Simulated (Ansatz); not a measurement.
## Ba (Im-3m, 1 atom in the cell): from the cell to its phonons

Aim: the vibrations of Ba (Im-3m, 1 atom in the cell), their spectra, and whether the structure is stable.

Program: Ansatz 0.2.0. Level of theory: DFT PBE, scalar-relativistic, plane waves, PAW. Results are calculated unless marked as measured.

This is a report of a sequence of runs, with most program output left out.

The database entry behind the starting cell differs from later determinations by our own check (0.1 to 0.3 % short, probably kX units), so it need not match the best structure at ambient conditions.

**1. The starting structure**

The structure is cubic, space group Im-3m (No. 229). The conventional cell has a = 5.013 Å, b = 5.013 Å, c = 5.013 Å, α = 90.00°, β = 90.00°, γ = 90.00°. Ba has 8 Ba at 4.34 Å nearest.

Coordinates:

```cif
data_structure
_symmetry_space_group_name_H-M 'Im-3m'
_symmetry_Int_Tables_number 229
_cell_length_a 5.0130
_cell_length_b 5.0130
_cell_length_c 5.0130
_cell_angle_alpha 90.000
_cell_angle_beta 90.000
_cell_angle_gamma 90.000
_cell_volume 125.98
loop_
_atom_site_label
_atom_site_type_symbol
_atom_site_symmetry_multiplicity
_atom_site_Wyckoff_symbol
_atom_site_fract_x
_atom_site_fract_y
_atom_site_fract_z
_atom_site_occupancy
Ba1 Ba 2 a 0.00000 0.00000 0.00000 1
```

**2. Bringing the structure to rest**

The cell and atoms are relaxed, since residual forces and stress would shift the frequencies.

File input.yaml:

```yaml
crystal:
  lattice:
    - [-2.5065, 2.5065, 2.5065]
    - [2.5065, -2.5065, 2.5065]
    - [2.5065, 2.5065, -2.5065]
  atoms:
    - { symbol: Ba, position: [0.0, 0.0, 0.0] }
kpoints:
  mp_grid: { grid: [12, 12, 12] }
hamiltonian:
  xc: pbe
scf:
  occupations: { method: gaussian, width: 0.1 }
output:
  forces: true
  stress: true
  eigenvalues: true
relax:
  adjacent_minimum: "off"
  f_tol: 0.005
  max_steps: 80
  cell: { stress_tol: 0.05 }
```

Launch:

```
$ ansatz run input.yaml --threads 4 --pin off --max-ram 7168MiB --backend cpu --events-out ev --progress --plain --runs-dir out
```

Wall time 1.6 s (4 threads of Arm Neoverse V2, shared host); peak memory 0.37 GiB.

Little changed from the start: no atom moved by 0.005 Å and no cell edge by 0.1 %.

This step gave:

* pressure: 0.03753 GPa
* volume per atom: 62.99 Å³
* gap on the k-mesh: 0 eV

In this step the volume went from 62.99 to 62.99 Å³/atom.

**3. Relaxing to small forces for the phonons**

Phonons need a cell at rest on their own settings, so the relaxation is repeated with tight tolerances on forces and stress, using the mesh and the filling of the phonon run that follows.

input.yaml, the sections that differ from step 2:

```yaml
scf:
  occupations: { method: methfessel_paxton, width: 0.2 }
output:
  forces: true
  stress: true
  eigenvalues: true
  write_density: true
  write_potential: true
  elf: true
  volumetric_format: npy
relax:
  adjacent_minimum: "off"
  f_tol: 0.001
  max_steps: 60
  cell: { stress_tol: 0.01 }
# crystal, kpoints, hamiltonian: as in step 2
```

Wall time 3.4 s (4 threads); peak memory 0.38 GiB; 11 s of CPU time.

Step by step:

| step | energy less that of the first step (eV) | largest force component (eV/Å) | pressure (GPa) | volume (Å³) |
| --- | --- | --- | --- | --- |
| 1 | 0.0000 | 0.0000 | 0.03 | 62.99 |
| 2 | 0.0000 | 0.0000 | 0.02 | 63.04 |
| 3 | 0.0000 | 0.0000 | 0.00 | 63.19 |
| 4* | 0.0000 | 0.0000 | 0.00 | 63.19 |

Relaxation steps marked * repeat the geometry before them on a plane-wave basis chosen anew for their cell, so energy and pressure can jump there.

| conventional cell, symmetrised | before | after | change |
| --- | --- | --- | --- |
| a (Å) | 5.013 | 5.018 | +0.1 % |
| b (Å) | 5.013 | 5.018 | +0.1 % |
| c (Å) | 5.013 | 5.018 | +0.1 % |
| volume (Å³/atom) | 62.99 | 63.19 | +0.3 % |

Final coordinates:

```
Ba
1.0
    -2.50914    2.50914    2.50914
     2.50914   -2.50914    2.50914
     2.50914    2.50914   -2.50914
Ba
1
Cartesian
  0.0000 0.0000 0.0000
```

Numbers from this step:

```
pressure        : -3.39e-4 GPa
volume per atom : 63.19 Å³
```

ELF in the ac plane of the conventional cell at fractional y = 0.000, with atoms of Ba within 0.2 Å of it. It is the smooth field of the valence electrons, not physical close to the nuclei.

Ten even steps from '_' (0.05) to '@' (0.85), each cell a mean:
```
..**@@##::..==++::..==@@@@--
%%@@@@++....==++::..::##@@@@
@@%%**::__::==++--....==##@@
++--..__..--++++==::__..::==
........--==++++++==::......
::::--==++++++++++++==--::::
==++++++++++++++++++++++++++
======++++++++++++++++======
....::--==++++++++==--::....
::..__..::==++++++--..__..::
##**--....--++++==..__::++##
@@@@##--__::==++--....**@@@@
==%%@@**....==++::..--%%@@**
__==@@##::..====::..++@@%%..
```
Columns run along a (5.0 Å), rows up along c (5.0 Å), edges of the conventional cell, whose origin can differ from the input's. Atoms in or near the plane, at fractional coordinates: Ba at (0.00, 0.00).

Valence density in the ac plane of the conventional cell at fractional y = 0.000, with atoms of Ba within 0.2 Å of it. It is the smooth field of the valence electrons, not physical close to the nuclei.

Values in e/Å³, 14 rows by 14 columns, each cell a mean:
```
0.7 1.2 1.1 0.4 0.1 0.1 0.0 0.0 0.0 0.1 0.2 0.7 1.3 0.9
1.3 1.2 0.7 0.2 0.1 0.0 0.0 0.0 0.0 0.1 0.1 0.4 1.0 1.3
0.8 0.6 0.3 0.1 0.1 0.0 0.0 0.0 0.0 0.0 0.1 0.2 0.4 0.7
0.2 0.2 0.1 0.1 0.0 0.0 0.0 0.0 0.0 0.0 0.0 0.1 0.1 0.2
0.1 0.1 0.0 0.0 0.0 0.0 0.0 0.0 0.0 0.0 0.0 0.0 0.1 0.1
0.0 0.0 0.0 0.0 0.0 0.0 0.0 0.0 0.0 0.0 0.0 0.0 0.0 0.0
0.0 0.0 0.0 0.0 0.0 0.0 0.0 0.0 0.0 0.0 0.0 0.0 0.0 0.0
0.0 0.0 0.0 0.0 0.0 0.0 0.0 0.0 0.0 0.0 0.0 0.0 0.0 0.0
0.1 0.0 0.0 0.0 0.0 0.0 0.0 0.0 0.0 0.0 0.0 0.0 0.0 0.1
0.1 0.1 0.1 0.0 0.0 0.0 0.0 0.0 0.0 0.0 0.0 0.1 0.1 0.1
0.4 0.3 0.2 0.1 0.0 0.0 0.0 0.0 0.0 0.0 0.1 0.1 0.2 0.4
1.2 0.9 0.5 0.2 0.1 0.0 0.0 0.0 0.0 0.0 0.1 0.3 0.7 1.1
1.1 1.3 0.9 0.3 0.1 0.0 0.0 0.0 0.0 0.1 0.2 0.6 1.2 1.2
0.4 1.1 1.2 0.4 0.1 0.1 0.0 0.0 0.0 0.1 0.2 0.8 1.3 0.7
```
Columns run along a (5.0 Å), rows up along c (5.0 Å), edges of the conventional cell, whose origin can differ from the input's. Atoms in or near the plane, at fractional coordinates: Ba at (0.00, 0.00).

Electrostatic potential energy in the ac plane of the conventional cell at fractional y = 0.000, with atoms of Ba within 0.2 Å of it. With pseudopotentials it is smooth inside the atoms' cores, unlike the true potential.

Ten even steps from '0' (-37 eV) to '9' (8 eV), each cell a mean:
```
00268999998410
01479999998631
45789999999864
78899999999988
99999999999999
99999999999999
99999999999999
99999999999999
99999999999999
89999999999998
67899999999876
23689999998742
00379999998510
00268999997400
```
Columns run along a (5.0 Å; values clipped at the 3rd and 97th percentile), rows up along c (5.0 Å), edges of the conventional cell, whose origin can differ from the input's. Atoms in or near the plane, at fractional coordinates: Ba at (0.00, 0.00).

The forces vanish by symmetry and the pressure is 0.000 GPa, within the tolerances set. The cell now holds 63.19 Å³/atom.

**4. Phonons on a q mesh**

Stability and thermal properties need the whole zone. Linear response on a 4×4×4 q mesh gives force constants as far as a supercell of that size would.

File input.yaml:

```yaml
crystal:
  lattice:
    - [-2.5091362258, 2.5091362258, 2.5091362258]
    - [2.5091362258, -2.5091362258, 2.5091362258]
    - [2.5091362258, 2.5091362258, -2.5091362258]
  atoms:
    - { symbol: Ba, position: [0.0, 0.0, 0.0] }
kpoints:
  mp_grid: { grid: [12, 12, 12] }
hamiltonian:
  xc: pbe
scf:
  occupations: { method: methfessel_paxton, width: 0.2 }
output:
  eigenvalues: true
phonons:
  method: dfpt
  qmesh: [4, 4, 4]
  temperatures: { t_max: 1000, t_step: 50 }
  qpath:
    path:
      - [[0.0, 0.0, 0.0], [0.5, -0.5, 0.5], [0.0, 0.0, 0.5], [0.0, 0.0, 0.0], [0.25, 0.25, 0.25], [0.5, -0.5, 0.5]]
      - [[0.25, 0.25, 0.25], [0.0, 0.0, 0.5]]
    npoints: 10
```

Run time: 81 s. Hardware: 4 threads; peak memory 2.5 GiB.

This step gave:

```yaml
sum_rule_residual_before_enforcement: 3.73e-5 eV/Å²
lowest_frequency_on_the_path: 0 cm⁻¹
highest_frequency_on_the_path_or_at_a_solved_wavevector: 74.9 cm⁻¹
mean_frequency: 50.4 cm⁻¹
debye_temperature_second_moment: 98 K
logarithmic_mean_frequency: 47.3 cm⁻¹
lowest_mode_on_the_q_mesh_acoustic_modes_at_gamma_apart: 18.07 cm⁻¹
zero_point_energy_per_atom: 9.38 meV
heat_capacity_at_300_k: 24.81 J/(mol atoms K)
vibrational_entropy_at_300_k: 62.04 J/(mol atoms K)
```

Frequencies (cm⁻¹) solved at each irreducible wavevector; negative means imaginary. Frequencies by wavevector, by row:

| q in reciprocal lattice units | star | mode 1 | mode 2 | mode 3 |
| --- | --- | --- | --- | --- |
| 0 0 0 | 1 | 0 | 0 | 0 |
| 0 0 0.25 | 12 | 18.1 | 36.3 | 51.4 |
| 0 0 -0.5 | 6 | 24.4 | 52.2 | 74.9 |
| 0 0.25 0.25 | 24 | 35.4 | 53.9 | 68.8 |
| 0.25 0.25 0.25 | 2 | 55.9 | 55.9 | 55.9 |
| 0.25 0.25 -0.25 | 6 | 46.4 | 51.2 | 51.2 |
| 0.25 -0.5 -0.5 | 12 | 47.6 | 63.1 | 74.5 |
| -0.5 -0.5 -0.5 | 1 | 74.4 | 74.4 | 74.4 |

Interpolated from a 4×4×4 q mesh. The phonon branches at the labelled points (cm⁻¹):

| point | branch 1 | branch 2 | branch 3 |
| --- | --- | --- | --- |
| Γ | 0 | 0 | 0 |
| halfway | 46 | 51 | 51 |
| H | 74 | 74 | 74 |
| halfway | 48 | 63 | 74 |
| N | 24 | 52 | 75 |
| halfway | 18 | 36 | 51 |
| Γ | 0 | 0 | 0 |
| halfway | 34 | 34 | 61 |
| P | 56 | 56 | 56 |
| halfway | 41 | 68 | 68 |
| H | 74 | 74 | 74 |
| jump to P | 56 | 56 | 56 |
| halfway | 39 | 55 | 69 |
| N | 24 | 52 | 75 |

Tetrahedra on a 20×20×20 mesh, mean over bins of 1 cm-1. Interpolated from a 4×4×4 q mesh. Phonon density of states against wavenumber; read off at these points:

wavenumber (cm⁻¹), phonon density of states (1/cm⁻¹/cell) and a bar:
```
      0.5     0.0000 
      2.5     0.0001 
      4.5     0.0004 
      6.5     0.0008 
      8.5     0.0017 #
     10.5     0.0030 #
     12.5     0.0047 #
     14.5     0.0060 ##
     16.5     0.0082 ###
     18.5     0.0112 ####
     20.5     0.0151 #####
     22.5     0.0212 #######
     24.5     0.0344 ###########
     26.5     0.0415 #############
     28.5     0.0437 ##############
     30.5     0.0467 ###############
     32.5     0.0490 ################
     34.5     0.0514 ################
     36.5     0.0532 #################
     38.5     0.0558 ##################
     39.5     0.0520 #################
     41.5     0.0440 ##############
     43.5     0.0413 #############
     45.5     0.0413 #############
     47.5     0.0434 ##############
     49.5     0.0483 ###############
     51.5     0.0578 ##################
     53.5     0.0714 #######################
     55.5     0.0726 #######################
     57.5     0.0561 ##################
     59.5     0.0502 ################
     61.5     0.0494 ################
     63.5     0.0499 ################
     65.5     0.0582 ###################
     67.5     0.0856 ###########################
     68.5     0.0943 ##############################
     69.5     0.0912 #############################
     71.5     0.0853 ###########################
     73.5     0.0851 ###########################
     75.5     0.0000
```

Second derivatives of the energy by pair, one row for each kind of neighbour of each atom listed. Each entry sums the pair over the periodic images of the supercell that the q mesh stands for, and in a polar crystal it holds the long-range dipole part too. Force constants by pair, by row:

| atom | neighbour | distance (Å) | third of the trace (eV/Å²) | along the pair's line (eV/Å²) |
| --- | --- | --- | --- | --- |
| Ba1 | itself | 0 | 1.419 | – |
| Ba1 | Ba | 4.346 | -0.1622 | -0.4844 |
| Ba1 | Ba | 5.018 | -0.0314 | -0.0244 |
| Ba1 | Ba | 7.097 | 0.0071 | 0.024 |

Harmonic thermodynamic functions per atom, from the density of states. Interpolated from a 4×4×4 q mesh. Thermodynamic functions, by row:

| T (K) | F_vib (meV/atom) | S (J/mol-atom/K) | C_V (J/mol-atom/K) |
| --- | --- | --- | --- |
| 0 | 9.38 | 0 | 0 |
| 50 | 5.19 | 19.53 | 20.75 |
| 100 | -9.36 | 35.16 | 23.78 |
| 200 | -55.49 | 52.01 | 24.64 |
| 300 | -114.9 | 62.04 | 24.81 |
| 400 | -183.1 | 69.18 | 24.86 |
| 500 | -257.8 | 74.74 | 24.89 |
| 600 | -337.7 | 79.28 | 24.91 |
| 700 | -421.9 | 83.11 | 24.92 |
| 800 | -509.8 | 86.44 | 24.92 |
| 900 | -600.9 | 89.38 | 24.93 |
| 1000 | -695 | 92 | 24.93 |

Harmonic mean-square displacement, third of the trace. Interpolated from a 4×4×4 q mesh. Mean square displacements, by row:

| T (K) | Ba1 U_eq (Å²) |
| --- | --- |
| 0 | 0.00283 |
| 100 | 0.01199 |
| 300 | 0.03521 |
| 600 | 0.07027 |

Symmetry leaves 8 wavevectors to solve. The lowest mode among them, the acoustic zeros apart, lies at q = (0, 0, 0.25) and is real, 18.1 cm⁻¹.

**5. Finite displacements in a supercell**

Finite displacements in a 2×2×2 supercell give force constants from forces alone. They are exact at the wavevectors that the supercell holds, where they check the linear-response result.

Changes to input.yaml since step 4:

```diff
@@ -16,4 +16,4 @@
 phonons:
-  method: dfpt
-  qmesh: [4, 4, 4]
+  method: fd
+  supercell: [2, 2, 2]
   temperatures: { t_max: 1000, t_step: 50 }
```

It took 21 s on 4 threads; peak memory 1.6 GiB.

This step gave:

```
atoms in the supercell               : 8
sum-rule residual before enforcement : 8.43e-5 eV/Å²
```

Interpolated from a 2×2×2 supercell, rough between the solved points. The phonon branches at the labelled points (cm⁻¹):

| point | branch 1 | branch 2 | branch 3 |
| --- | --- | --- | --- |
| Γ | 0 | 0 | 0 |
| halfway | 52 | 52 | 56 |
| H | 74 | 74 | 74 |
| halfway | 55 | 64 | 75 |
| N | 24 | 52 | 75 |
| halfway | 17 | 37 | 53 |
| Γ | 0 | 0 | 0 |
| halfway | 33 | 33 | 61 |
| P | 56 | 56 | 56 |
| halfway | 46 | 69 | 69 |
| H | 74 | 74 | 74 |
| jump to P | 56 | 56 | 56 |
| halfway | 36 | 54 | 70 |
| N | 24 | 52 | 75 |

Tetrahedra on a 18×18×18 mesh, mean over bins of 1 cm-1. Interpolated from a 2×2×2 supercell, rough between the solved points. The phonon density of states by wavenumber; read off at these points:

| wavenumber (cm⁻¹) | phonon density of states (1/cm⁻¹/cell) |
| --- | --- |
| 2.50 | 1.6e-4 |
| 5.00 | 4.5e-4 |
| 7.50 | 9.9e-4 |
| 10.00 | 0.00228 |
| 12.50 | 0.004 |
| 15.00 | 0.0065 |
| 17.50 | 0.00927 |
| 20.00 | 0.0129 |
| 22.50 | 0.0189 |
| 25.00 | 0.0305 |
| 27.50 | 0.0356 |
| 30.00 | 0.0402 |
| 32.50 | 0.0442 |
| 35.00 | 0.0495 |
| 37.50 | 0.0558 |
| 40.00 | 0.0458 |
| 42.50 | 0.0419 |
| 45.00 | 0.0421 |
| 47.50 | 0.0449 |
| 50.00 | 0.0525 |
| 52.50 | 0.0757 |
| 55.00 | 0.066 |
| 57.50 | 0.0543 |
| 60.00 | 0.0512 |
| 62.50 | 0.0502 |
| 65.00 | 0.0575 |
| 67.50 | 0.0834 |
| 70.00 | 0.0950 |
| 72.50 | 0.101 |
| 73.50 | 0.106 |
| 75.00 | 0.0271 |

On this path the spectrum ends at 74.9 cm⁻¹ (between H and N). No branch goes imaginary on this path.

**6. Summary of results**

```yaml
space_group_after_relaxation_within_0p01_a: Im-3m
volume_per_atom: 63.2 Å³
electronic_character: no gap on this mesh
lowest_mode_on_the_q_mesh_acoustic_modes_at_gamma_apart: 18.1 cm⁻¹
highest_frequency_on_the_path_or_at_a_solved_wavevector: 74.9 cm⁻¹
zero_point_energy_per_atom: 9.38 meV
heat_capacity_at_300_k: 24.8 J/(mol atoms K)
vibrational_entropy_at_300_k: 62.0 J/(mol atoms K)
debye_temperature_second_moment: 98 K
imaginary_modes_on_the_4x4x4_q_mesh: none
```

In words: The structure is a minimum as far as tested: no mode is imaginary at the 8 irreducible wavevectors of the 4×4×4 mesh, and the softest away from the acoustic zeros lies at 18 cm⁻¹. With no gap, or one that is small against the smearing, the frequencies hang on the k mesh and the smearing, most of all near Kohn anomalies. Spin-orbit coupling is left out, which can matter for the heavy elements here. These are harmonic frequencies at zero temperature: anharmonic shifts, linewidths and thermal expansion are left out.

[Logs are printed without paths, hosts, clocks, repeated set-up lines and the standing remarks that a program may print on its own settings, such as how far it seeks lower states.]

[Hosts, paths, dates, database ids (printed as entryN), source tags and the programs' standing remarks are cut or masked in the printed files.]
